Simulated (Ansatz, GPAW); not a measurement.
# Work function of I/Mo(110) at several levels

Aim: the work function of both faces of I/Mo(110), and its spread over functionals and bases.

Method: Ansatz plane waves; slab in vacuum with a dipole correction, relaxation, in the first sound run; inputs show where later runs differ, in GPAW 26.7.0 and Ansatz 0.2.0.

## 1. The starting structure

The cell holds 17 atoms: 16 Mo and 1 I. Cell: a = 5.456 Å, b = 5.456 Å, c = 23.360 Å, α = 90.0°, β = 90.0°, γ = 70.5°. Vacuum lies along c.

## 2. Relaxing the atoms

The atoms are relaxed first, since the surface dipole, and with it the work function, follows the positions of the outer layers. The lowest 8 atoms are held at bulk positions and keep their forces.

Contents of input.yaml:

```yaml
crystal:
  lattice:
    - [4.4547727215, -3.15, 0.0]
    - [4.4547727215, 3.15, 0.0]
    - [0.0, 0.0, 23.3599884737]
  atoms:
    - { symbol: Mo, position: [0.0, 0.0, 0.2996576821] }
    - { symbol: Mo, position: [0.25, 0.25, 0.3950081727] }
    - { symbol: Mo, position: [0.0, 0.0, 0.4903586632] }
    - { symbol: Mo, position: [0.25, 0.25, 0.5857091538] }
    - { symbol: Mo, position: [0.0, 0.5, 0.2996576821] }
    - { symbol: Mo, position: [0.25, 0.75, 0.3950081727] }
    - { symbol: Mo, position: [0.0, 0.5, 0.4903586632] }
    - { symbol: Mo, position: [0.25, 0.75, 0.5857091538] }
    - { symbol: Mo, position: [0.5, 0.0, 0.2996576821] }
    - { symbol: Mo, position: [0.75, 0.25, 0.3950081727] }
    - { symbol: Mo, position: [0.5, 0.0, 0.4903586632] }
    - { symbol: Mo, position: [0.75, 0.25, 0.5857091538] }
    - { symbol: Mo, position: [0.5, 0.5, 0.2996576821] }
    - { symbol: Mo, position: [0.75, 0.75, 0.3950081727] }
    - { symbol: Mo, position: [0.5, 0.5, 0.4903586632] }
    - { symbol: Mo, position: [0.75, 0.75, 0.5857091538] }
    - { symbol: I, position: [0.42, 0.42, 0.7003423179] }
kpoints:
  mp_grid: { grid: [6, 6, 1] }
hamiltonian:
  xc: pbe
scf:
  occupations: { method: fermi_dirac, width: 0.1 }
efield:
  axis: 3
  dipole_correction: true
  ramp_width: 0.05
relax:
  f_tol: 0.02
  max_steps: 60
  constraints: [{ sites: [0, 1, 4, 5, 8, 9, 12, 13] }]
output:
  write_potential: true
  write_density: true
  volumetric_format: npy
```

Run with:

```sh
ansatz run input.yaml --threads 4 --pin off --max-ram 8192MiB --backend cpu --events-out ev --progress --plain --runs-dir out
```

Numbers of over 12 decimals in the logs are rounded to 6 here.

The log of the run:

```text
Engine: ansatz 0.2.0, aarch64-unknown-linux-gnu
Pseudopotentials: kind: paw
Pseudopotential: Mo, paw, valence charge 14, recommended cutoff 420 eV (normal), Mo.paw.azcp
Pseudopotential: I, paw, valence charge 17, recommended cutoff 420 eV (normal), I.paw.azcp
Functional definition: PBE
  parameter kappa = 0.804
  parameter beta = 0.066725
  exchange = pbe_x(kappa = kappa, mu = beta*pi^2/3)
  correlation = pbe_c(beta = beta)
Crystal: 17 atoms, lattice volume = 655.600 Å³
Basis set: ecut = 420 eV, 12835 PW (Γ), exchange–correlation on 80×80×320 points (8 copies of the dense FFT grid, shifted against one another)
Bands: 145, of which v1, the nominal top of the filled ones, is band 121 counted from 1 (120 counted from 0)
Symmetry: 2 space group operations
Space group: Cm (ITA 8), of the structure as read, at distance tolerance 8.7e-5 Å
k-points: 13 of 36 (time reversal used)
Non-local potential: Mo, projectors of the file, l = 0: 3, l = 1: 2, l = 2: 2, l = 3: 1
Non-local potential: I, projectors of the file, l = 0: 2, l = 1: 2, l = 2: 2, l = 3: 2
PAW form: soft (Blöchl's): semilocal exchange-correlation on the pseudo side does not see the compensation charge
PAW one-centre angular grid: Mo, 590 points (default); XC on 64 Gauss nodes
PAW one-centre angular grid: I, 590 points (default); XC on 64 Gauss nodes
Initial density: superposition of atomic densities (neutral atoms: chi_scale 0, normalization atom), corrected by the library's trained network
Initial wavefunctions: pseudopotential atomic-orbital guess
Functional: x = pbe(κ = 0.804, μ = 0.219515), c = pbe(β = 0.066725)
SCF iter   1: F=—  HF=-86801.429873 eV  |F-HF|=—  |Δ(HF+E_count)|=         —  Δρ=4.87e-3  dr2=1.29e0  ethr=1.77e-3  p=0.073 e·Å  D=2.01e-2 V/Å  ΔV_dip=-0.47 eV  dr2_dipole=3.08e-1  V_vac-E_F(+/−)=4.30/4.77 eV  ⟨swp⟩=9.0  Hψ=9089  notcnv=0
efield: sawtooth ramp at fractional position 0.9750 (placed from the atoms, in the widest stretch of the axis that holds none; the zero of the levels goes with the place), width 0.0500; the density the first Hamiltonian is built on has a dipole p = 0.073 e·Å; the dipole correction subtracts the counter field D = 2.01e-2 V/Å, which shifts the + side's vacuum level by -0.47 eV against the − side's; the planar-averaged density in the ramp window peaks in size at 5.7e-5 e/Å³
preconditioner: auto → LDOS  [metal: Δε(μ)=0.054 eV  Ē_g=4.065 eV  σ=0.100 eV  W_gap=0.13  n_scr=120 (ndim 8)  ℏωp=14.7 eV  f_vac=0.498  D(μ)=14.08/eV (n_scr^D=80)  β→1.0]
SCF iter   2: F=—  HF=-86801.402195 eV  |F-HF|=—  |Δ(HF+E_count)|=   2.77e-2  Δρ=2.40e-3  dr2=1.00e-1  ethr=5.33e-4  p=0.012 e·Å  D=3.20e-3 V/Å  ΔV_dip=-0.07 eV  dr2_dipole=4.34e-4  V_vac-E_F(+/−)=4.59/4.66 eV  ⟨swp⟩=2.0  Hψ=2329  notcnv=0
SCF iter   3: F=—  HF=-86801.394234 eV  |F-HF|=—  |Δ(HF+E_count)|=   7.96e-3  Δρ=5.82e-4  dr2=7.64e-3  ethr=4.16e-5  p=0.019 e·Å  D=5.16e-3 V/Å  ΔV_dip=-0.12 eV  dr2_dipole=8.58e-4  V_vac-E_F(+/−)=4.55/4.67 eV  ⟨swp⟩=2.0  Hψ=2540  notcnv=0
SCF iter   4: F=—  HF=-86801.394278 eV  |F-HF|=—  |Δ(HF+E_count)|=   4.37e-5  Δρ=2.49e-4  dr2=9.91e-4  ethr=3.17e-6  p=0.015 e·Å  D=4.17e-3 V/Å  ΔV_dip=-0.10 eV  dr2_dipole=6.57e-5  V_vac-E_F(+/−)=4.56/4.65 eV  ⟨swp⟩=2.2  Hψ=2663  notcnv=0
SCF iter   5: F=—  HF=-86801.394198 eV  |F-HF|=—  |Δ(HF+E_count)|=   7.97e-5  Δρ=6.81e-5  dr2=6.89e-5  ethr=4.11e-7  p=0.015 e·Å  D=4.11e-3 V/Å  ΔV_dip=-0.10 eV  dr2_dipole=7.94e-7  V_vac-E_F(+/−)=4.55/4.65 eV  ⟨swp⟩=3.0  Hψ=2845  notcnv=0
SCF iter   6: F=—  HF=-86801.394210 eV  |F-HF|=—  |Δ(HF+E_count)|=   1.20e-5  Δρ=3.06e-5  dr2=1.38e-5  ethr=4.15e-9  p=0.015 e·Å  D=4.03e-3 V/Å  ΔV_dip=-0.09 eV  dr2_dipole=3.51e-9  V_vac-E_F(+/−)=4.55/4.65 eV  ⟨swp⟩=13.8  Hψ=20139  notcnv=0
SCF iter   7: F=-86801.394212 eV  HF=-86801.394213 eV  |F-HF|=5.94e-7  |Δ(HF+E_count)|=   2.44e-6  Δρ=8.53e-6  dr2=1.53e-6  ethr=4.15e-9  p=0.014 e·Å  D=3.96e-3 V/Å  ΔV_dip=-0.09 eV  dr2_dipole=1.22e-9  V_vac-E_F(+/−)=4.55/4.65 eV  ⟨swp⟩=12.6  Hψ=16354  notcnv=0
SCF 1 converged in 7 iterations: F = -86801.394212 eV  dr2 = 1.53e-6
  greatest PAW one-centre occupation: 0.999 electrons in one spin orbital (limit 2), on the I atom at site 16 (counted from 0), in its partial waves of l = 2
relax step   1: F+E_penalty+E_count = -86801.39421221 eV  Δ(F+E_penalty+E_count) = +0.000e0 eV  max|allowed force component| = 1.407e0 eV/Å  Δτ_max = 0.0000 Å  (7 SCF iters, dr2 threshold 1.00e-5 eV, accepted)
Initial density: handed on by an earlier stage of this run
Initial wavefunctions: those handed on with the density
iter 1 solved again at ethr=3.50e-4 eV; its pass at ethr=3.10e-3 eV (dr2=8.44e-1 eV) is discarded
SCF iter   1: F=—  HF=-86801.721213 eV  |F-HF|=—  |Δ(HF+E_count)|=         —  Δρ=7.00e-3  dr2=1.07e0  ethr=3.50e-4  p=0.014 e·Å  D=3.97e-3 V/Å  ΔV_dip=-0.09 eV  dr2_dipole=9.07e-2  V_vac-E_F(+/−)=4.57/4.67 eV  ⟨swp⟩=1.9  Hψ=6096  notcnv=0
efield: sawtooth ramp at fractional position 0.9750 (handed on by an earlier solve), width 0.0500; the density the first Hamiltonian is built on has a dipole p = 0.014 e·Å; the dipole correction subtracts the counter field D = 3.97e-3 V/Å, which shifts the + side's vacuum level by -0.09 eV against the − side's; the planar-averaged density in the ramp window peaks in size at 6.0e-6 e/Å³
eigensolver tolerance schedule calibrated: the retry pair's looser diagonalisation under-reported the residual by θ = 0.21 (0.22/decade); ethr = c·dr2/N_el runs at the constant in force after the calibration composes with the one it found (an armed cap, an earlier calibration), c = 2.0e-2
preconditioner: auto → LDOS  [metal: Δε(μ)=0.048 eV  Ē_g=4.115 eV  σ=0.100 eV  W_gap=0.12  n_scr=120 (ndim 8)  ℏωp=14.7 eV  f_vac=0.503  D(μ)=13.67/eV (n_scr^D=76)  β→1.0]
SCF iter   2: F=—  HF=-86801.682536 eV  |F-HF|=—  |Δ(HF+E_count)|=   3.87e-2  Δρ=3.19e-3  dr2=1.84e-1  ethr=8.89e-5  p=0.071 e·Å  D=1.96e-2 V/Å  ΔV_dip=-0.46 eV  dr2_dipole=1.02e-3  V_vac-E_F(+/−)=4.18/4.63 eV  ⟨swp⟩=4.0  Hψ=4400  notcnv=0
SCF iter   3: F=—  HF=-86801.660034 eV  |F-HF|=—  |Δ(HF+E_count)|=   2.25e-2  Δρ=1.29e-3  dr2=3.20e-2  ethr=1.53e-5  p=0.048 e·Å  D=1.32e-2 V/Å  ΔV_dip=-0.31 eV  dr2_dipole=2.61e-4  V_vac-E_F(+/−)=4.34/4.65 eV  ⟨swp⟩=3.0  Hψ=3990  notcnv=0
SCF iter   4: F=—  HF=-86801.654303 eV  |F-HF|=—  |Δ(HF+E_count)|=   5.73e-3  Δρ=2.58e-4  dr2=1.51e-3  ethr=2.66e-6  p=0.052 e·Å  D=1.45e-2 V/Å  ΔV_dip=-0.34 eV  dr2_dipole=1.57e-4  V_vac-E_F(+/−)=4.30/4.64 eV  ⟨swp⟩=2.9  Hψ=3624  notcnv=0
[...]
SCF iter   6: F=-86801.772757 eV  HF=-86801.772759 eV  |F-HF|=1.91e-6  |Δ(HF+E_count)|=   1.52e-5  Δρ=1.96e-5  dr2=4.58e-6  ethr=1.72e-8  p=0.097 e·Å  D=2.69e-2 V/Å  ΔV_dip=-0.63 eV  dr2_dipole=8.30e-7  V_vac-E_F(+/−)=4.02/4.65 eV  ⟨swp⟩=11.8  Hψ=18865  notcnv=0
SCF 3 converged in 6 iterations: F = -86801.772757 eV  dr2 = 4.58e-6
relax step   3: F+E_penalty+E_count = -86801.77275673 eV  Δ(F+E_penalty+E_count) = -1.186e-1 eV  max|allowed force component| = 2.658e-1 eV/Å  Δτ_max = 0.1965 Å  (6 SCF iters, dr2 threshold 4.15e-5 eV, accepted)
[...]
relax step   4: F+E_penalty+E_count = -86801.78834783 eV  Δ(F+E_penalty+E_count) = -1.559e-2 eV  max|allowed force component| = 1.825e-1 eV/Å  Δτ_max = 0.0628 Å  (5 SCF iters, dr2 threshold 7.51e-6 eV, accepted)
[...]
relax step   5: F+E_penalty+E_count = -86801.79181215 eV  Δ(F+E_penalty+E_count) = -3.464e-3 eV  max|allowed force component| = 7.915e-2 eV/Å  Δτ_max = 0.0255 Å  (5 SCF iters, dr2 threshold 3.54e-6 eV, accepted)
[...]
relax step   6: F+E_penalty+E_count = -86801.79279101 eV  Δ(F+E_penalty+E_count) = -9.789e-4 eV  max|allowed force component| = 1.330e-2 eV/Å  Δτ_max = 0.0114 Å  (5 SCF iters, dr2 threshold 1.18e-6 eV, accepted)
iter 1 solved again at ethr=1.16e-10 eV; its pass at ethr=3.10e-3 eV (dr2=2.81e-7 eV) is discarded
SCF iter   1: F=—  HF=-86801.792759 eV  |F-HF|=—  |Δ(HF+E_count)|=         —  Δρ=5.25e-6  dr2=2.81e-7  ethr=1.16e-10  p=0.102 e·Å  D=2.81e-2 V/Å  ΔV_dip=-0.66 eV  dr2_dipole=7.31e-9  V_vac-E_F(+/−)=3.99/4.65 eV  ⟨swp⟩=1.1  Hψ=4447  notcnv=0
efield: sawtooth ramp at fractional position 0.9750 (handed on by an earlier solve), width 0.0500; the density the first Hamiltonian is built on has a dipole p = 0.102 e·Å; the dipole correction subtracts the counter field D = 2.81e-2 V/Å, which shifts the + side's vacuum level by -0.66 eV against the − side's; the planar-averaged density in the ramp window peaks in size at 9.5e-6 e/Å³
preconditioner: auto → LDOS  [metal: Δε(μ)=0.043 eV  Ē_g=4.167 eV  σ=0.100 eV  W_gap=0.11  n_scr=120 (ndim 8)  ℏωp=14.7 eV  f_vac=0.507  D(μ)=13.46/eV (n_scr^D=76)  β→1.0]
SCF iter   2: F=—  HF=-86801.792791 eV  |F-HF|=—  |Δ(HF+E_count)|=   3.19e-5  Δρ=4.75e-6  dr2=3.94e-7  ethr=1.16e-10  p=0.102 e·Å  D=2.81e-2 V/Å  ΔV_dip=-0.66 eV  dr2_dipole=7.01e-11  V_vac-E_F(+/−)=3.99/4.65 eV  ⟨swp⟩=2.0  Hψ=3287  notcnv=0
SCF iter   3: F=-86801.792791 eV  HF=-86801.792791 eV  |F-HF|=1.40e-8  |Δ(HF+E_count)|=   4.42e-8  Δρ=1.22e-6  dr2=2.19e-8  ethr=4.15e-11  p=0.102 e·Å  D=2.81e-2 V/Å  ΔV_dip=-0.66 eV  dr2_dipole=3.14e-10  V_vac-E_F(+/−)=3.99/4.65 eV  ⟨swp⟩=9.0  Hψ=14968  notcnv=0
SCF 7 converged in 3 iterations: F = -86801.792791 eV  dr2 = 2.19e-8
relax step   7: F+E_penalty+E_count = -86801.79279116 eV  Δ(F+E_penalty+E_count) = -1.484e-7 eV  max|allowed force component| = 1.336e-2 eV/Å  Δτ_max = 0.0000 Å  (3 SCF iters, accepted)
NSCF: frozen V_eff on 13 k-points
the band table was solved once a step of the walk had ended and its energy, with any forces and stress, was formed, with the checks that follow a solve (7477 applications of the Hamiltonian). They found nothing against the state; the energy, forces and stress were not computed again (output.eigenvalues in the input reference)
WARN: The output density's exchange-correlation potential varies sharply where the density is thin. Do not read a vacuum level from v_tot or v_xc, or from such a field of the output density. On a cell that repeats whose density bears no net charge and no dipole along the vacuum's axis use v_es (v_loc + v_h of the components); under efield.dipole_correction with no amplitude use v_es + v_field, which holds any externa [...]
SCF converged after 3 iterations
Free energy (F): -86801.792791 eV
Harris-Foulkes:  -86801.792791 eV  (|F-HF|=1.40e-8)
Internal energy: -86801.339767 eV  (E = F + TS)
E sigma→0 (E₀):  -86801.566279 eV
Entropy (-TS):   -0.453024 eV (-26.648 meV/atom)
Fermi energy:    6.168677 eV
Dipole field:    D = 0.028127 V/Å  (p = 0.101907 e·Å, saw-weighted, corrected)
Work function:   Φ+ = 3.9902 eV   Φ− = 4.6472 eV
Levels:          The Fermi level and band energies are counted from a zero that moves with the ramp; work functions are not
--- Per-component energies (eV) ---
  E_band       = -4603.684332
  E_kinetic    = 7226.803556
  E_local      = -263857.975308  (includes V_loc(G=0)·N_el)
  E_nonlocal   = 2200.596551
  E_hartree    = 128159.164918
  E_xc         = -3051.954726
  E_vxc        = -3776.470794  (∫ρ·V_xc dr)
  E_paw        = -56037.647984  (= ΣΔE_a)
  E_vpaw       = -2721.390400  (= ΣTr[D̂ρ^β])
  E_aug_tail   = 0.000664  (compensation charges beyond the density's cutoff)
  E_efield     = 0.001433  (sawtooth field / dipole correction)
  E_vefield    = 6.423167  (∫n·V_field dr)
  E_ewald      = 98559.671128
  E_smearing   = -0.453024  (= −TS)
  E_closure    = 0.000000  (closes the sum)
  Σ components = -86801.792791   (vs F -86801.792791, Δ=0.00e0)
--- Forces (eV/Å), atoms counted from 1 ---
  atom   1  Mo    -0.00510319     0.00000000     0.48518640
  atom   2  Mo     0.06131298     0.00000000    -0.60438914
  atom   3  Mo     0.00200688     0.00000000     0.01131745
  atom   4  Mo     0.00693799     0.00000000    -0.00417087
  atom   5  Mo     0.01291319    -0.03459380     0.55060915
  atom   6  Mo    -0.01217346     0.04262856    -0.39946353
  atom   7  Mo    -0.00015979    -0.00475657    -0.01153550
  atom   8  Mo    -0.00168954    -0.00371270     0.00032899
  atom   9  Mo     0.01291319     0.03459380     0.55060915
  atom  10  Mo    -0.01217346    -0.04262856    -0.39946353
  atom  11  Mo    -0.00015979     0.00475657    -0.01153550
  atom  12  Mo    -0.00168954     0.00371270     0.00032899
  atom  13  Mo    -0.03168158     0.00000000     0.43167087
  atom  14  Mo    -0.03342856     0.00000000    -0.61963353
  atom  15  Mo    -0.00428176     0.00000000     0.00931819
  atom  16  Mo     0.01336209     0.00000000     0.00456605
  atom  17  I     -0.00689693     0.00000000     0.00626179
  max |Σ_I F_I| component: 8.71e-6 eV/Å
--- Band table (eV; the first three rows and the last of 13) ---
  k-point 0: bands = [... 117 lower, 6.7578, 6.8960, 7.0294, 7.0940, 7.2008, 7.2766, 7.2832, 7.3335, ... 20 higher]
  k-point 1: bands = [... 117 lower, 6.5584, 6.6314, 6.7784, 6.8313, 6.8783, 7.0935, 7.1664, 7.1994, ... 20 higher]
  k-point 2: bands = [... 117 lower, 5.7575, 5.8942, 6.0075, 6.2625, 6.4944, 6.6531, 6.7357, 6.8980, ... 20 higher]
  k-point 12: bands = [... 117 lower, 5.4450, 5.4484, 5.4532, 5.4814, 5.5600, 5.6042, 5.8444, 5.9501, ... 20 higher]
--- Relaxed structure (7 steps of the walk, 7 accepted, 0 SCFs on fresh bases) ---
  F+E_penalty+E_count = -86801.79279116 eV   max|allowed force component| = 1.336e-2 eV/Å
  atoms:
    - { symbol: Mo, position: [0.0, 0.0, 0.2996576821] }
    - { symbol: Mo, position: [0.250000, 0.250000, 0.3950081727] }
    - { symbol: Mo, position: [0.00176653, 0.00176653, 0.489548] }
    - { symbol: Mo, position: [0.240925, 0.240925, 0.585645] }
    - { symbol: Mo, position: [0.0, 0.500000, 0.2996576821] }
    - { symbol: Mo, position: [0.25, 0.750000, 0.3950081727] }
    - { symbol: Mo, position: [0.000367082, 0.499645, 0.492048] }
    - { symbol: Mo, position: [0.253530, 0.750425, 0.584036] }
    - { symbol: Mo, position: [0.500000, 0.0, 0.2996576821] }
    - { symbol: Mo, position: [0.750000, 0.25, 0.3950081727] }
    - { symbol: Mo, position: [0.499645, 0.000367082, 0.492048] }
    - { symbol: Mo, position: [0.750425, 0.253530, 0.584036] }
    - { symbol: Mo, position: [0.500000, 0.500000, 0.2996576821] }
    - { symbol: Mo, position: [0.75, 0.75, 0.3950081727] }
    - { symbol: Mo, position: [0.499401, 0.499401, 0.490888] }
    - { symbol: Mo, position: [0.754965, 0.754965, 0.582283] }
    - { symbol: I, position: [0.432439, 0.432439, 0.683521] }
```

Wall time 6.9 min (4 threads of Arm Neoverse N1, shared host); peak memory 2.4 GiB; 27 min of CPU time.

Relaxation path:

| step | energy less that of the first step (eV) | largest force component (eV/Å) |
| --- | --- | --- |
| 1 | 0.0000 | 1.4072 |
| 2 | -0.2600 | 0.8149 |
| 3 | -0.3785 | 0.2658 |
| 4 | -0.3941 | 0.1825 |
| 5 | -0.3976 | 0.0791 |
| 6 | -0.3986 | 0.0133 |
| 7 | -0.3986 | 0.0134 |

Forces are held to the 2 operations that the run works with; a distortion that breaks them can't arise in this run.

The atoms that moved most (Å):

| atom | dx | dy | dz | length |
| --- | --- | --- | --- | --- |
| I17 | 0.111 | 0.000 | -0.393 | 0.408 |
| Mo16 | 0.044 | 0.000 | -0.080 | 0.091 |
| Mo4 | -0.081 | 0.000 | -0.001 | 0.081 |
| Mo8 | 0.018 | -0.010 | -0.039 | 0.044 |
| Mo12 | 0.018 | 0.010 | -0.039 | 0.044 |
| Mo11 | 0.000 | 0.002 | 0.039 | 0.040 |
| Mo7 | 0.000 | -0.002 | 0.039 | 0.040 |
| Mo3 | 0.016 | 0.000 | -0.019 | 0.025 |

The relaxed structure:

```cif
data_structure
_symmetry_space_group_name_H-M 'P 1'
_symmetry_Int_Tables_number 1
_cell_length_a 5.4560
_cell_length_b 5.4560
_cell_length_c 23.3600
_cell_angle_alpha 90.000
_cell_angle_beta 90.000
_cell_angle_gamma 70.529
_cell_volume 655.60
loop_
_atom_site_label
_atom_site_type_symbol
_atom_site_fract_x
_atom_site_fract_y
_atom_site_fract_z
_atom_site_occupancy
Mo1 Mo 0.00000 0.00000 0.29966 1
Mo2 Mo 0.25000 0.25000 0.39501 1
Mo3 Mo 0.00177 0.00177 0.48955 1
Mo4 Mo 0.24092 0.24092 0.58565 1
Mo5 Mo 0.00000 0.50000 0.29966 1
Mo6 Mo 0.25000 0.75000 0.39501 1
Mo7 Mo 0.00037 0.49964 0.49205 1
Mo8 Mo 0.25353 0.75043 0.58404 1
Mo9 Mo 0.50000 0.00000 0.29966 1
Mo10 Mo 0.75000 0.25000 0.39501 1
Mo11 Mo 0.49964 0.00037 0.49205 1
Mo12 Mo 0.75043 0.25353 0.58404 1
Mo13 Mo 0.50000 0.50000 0.29966 1
Mo14 Mo 0.75000 0.75000 0.39501 1
Mo15 Mo 0.49940 0.49940 0.49089 1
Mo16 Mo 0.75497 0.75497 0.58228 1
I17 I 0.43244 0.43244 0.68352 1
```

This step gave:

```yaml
free_energy: -86801.7928 eV
smearing_term_ts: 0.4530 eV
symmetry_operations: 2
upper_work_function: 3.990 eV
lower_work_function: 4.647 eV
dipole_along_the_normal: 0.1019 e·Å
dipole_field: 0.02813 V/Å
vacuum_level_above: 10.16 eV
vacuum_level_below: 10.82 eV
```

The electrostatic potential energy of an electron (with the applied field's), less the Fermi level, planar mean oscillates, so the rows of the table below give means over windows of 1 Å about each position, cut where the curve ends. Its maxima inside the range that stand out by 2 % of the span (Å: eV): 8.2: -2.29, 10.4: -2.18, 12.6: -2.74. Its minima: 7.0: -23.3, 9.2: -23.8, 11.5: -23.6, 13.6: -23.2.

Electrostatic potential energy of an electron (with the applied field's), less the Fermi level, planar mean against z; means over each step:

| z (Å) | electrostatic potential energy of an electron (with the applied field's), less the Fermi level, planar mean (eV) |
| --- | --- |
| 0 | 4.46 |
| 1 | 4.64 |
| 2 | 4.65 |
| 3 | 4.64 |
| 4 | 4.58 |
| 5 | 3.92 |
| 6 | -3.05 |
| 7 | -19.9 |
| 8 | -5.75 |
| 9 | -18.8 |
| 10 | -8.62 |
| 11 | -14.6 |
| 12 | -13.5 |
| 13 | -11.1 |
| 14 | -16.6 |
| 15 | -0.445 |
| 16 | 0.754 |
| 17 | 2.47 |
| 18 | 3.90 |
| 19 | 3.98 |
| 20 | 3.99 |
| 21 | 3.99 |
| 22 | 3.99 |
| 23 | 4.07 |

The valence density, planar mean oscillates, so the rows of the table below give means over windows of 2.26 Å about each position, cut where the curve ends. Its maxima inside the range that stand out by 2 % of the span (Å: e/Å³): 7.0: 1.61, 9.2: 1.60, 11.5: 1.59, 13.6: 1.60, 15.9: 0.583. Its minima: 8.2: 0.328, 10.4: 0.315, 12.6: 0.348, 15.0: 0.147.

Valence density, planar mean against z; means over each step:

| z (Å) | valence density, planar mean (e/Å³) |
| --- | --- |
| 1.13 | 4.7e-6 |
| 3.39 | 0.00107 |
| 5.65 | 0.290 |
| 7.91 | 0.904 |
| 10.17 | 0.893 |
| 12.43 | 0.944 |
| 14.69 | 0.596 |
| 16.95 | 0.171 |
| 19.21 | 3.8e-4 |
| 21.47 | 0 |

The relaxation lowered the energy of the cell by 0.399 eV.

(Continued in part 2 of 3.)

[Logs are printed without paths, hosts, clocks, repeated set-up lines and the standing remarks that a program may print on its own settings, such as how far it seeks lower states.]

[Hosts, paths, dates, database ids (printed as entryN), source tags and the programs' standing remarks are cut or masked in the printed files.]
